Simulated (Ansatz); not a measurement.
Rows from a G0W0 calculation on SrIBr (Pnma) (Ansatz 0.2.0; G0W0 on LDA, plane waves, PAW; 2×4×2 mesh, 1380 empty bands, screening to 120 eV), in eV. Spin-orbit coupling is left out.

```
row      Σx     Σc     Vxc     Z
  A   -4.62  -3.68   -9.17  0.82
  B   -5.47  -3.54   -9.84  0.83
  C  -17.62   1.70  -14.79  0.79
  D  -17.93   1.68  -15.14  0.79
  E  -18.55   1.85  -15.56  0.78
  F   -5.23  -3.85  -10.04  0.82
```

Question: Which rows are filled states and which are empty ones, and how can one tell?

Filled: C, D and E. Empty: A, B and F. The sign of Σc tells: for a filled state bare exchange, which holds its interaction with itself, lies below Vxc (Σx − Vxc is -2.8 eV or lower here) and screening gives part back as a positive Σc. For an empty state Σx lies above Vxc (+4.4 eV or more) and the Coulomb hole leaves Σc negative.

[Paths, hosts, dates, memory and timing lines, banners, echoed tables and standing remarks are left out of the program output.]

[Logs are printed without paths, hosts, clocks, repeated set-up lines and the standing remarks that a program may print on its own settings, such as how far it seeks lower states.]

[Runs of the session that timed out or met a known fault of the program may be left out.]

[Cells called generated may have been cut or substituted from an entry of the Crystallography Open Database or the Materials Project.]

[Hosts, paths, dates, database ids (printed as entryN), source tags and the programs' standing remarks are cut or masked in the printed files.]
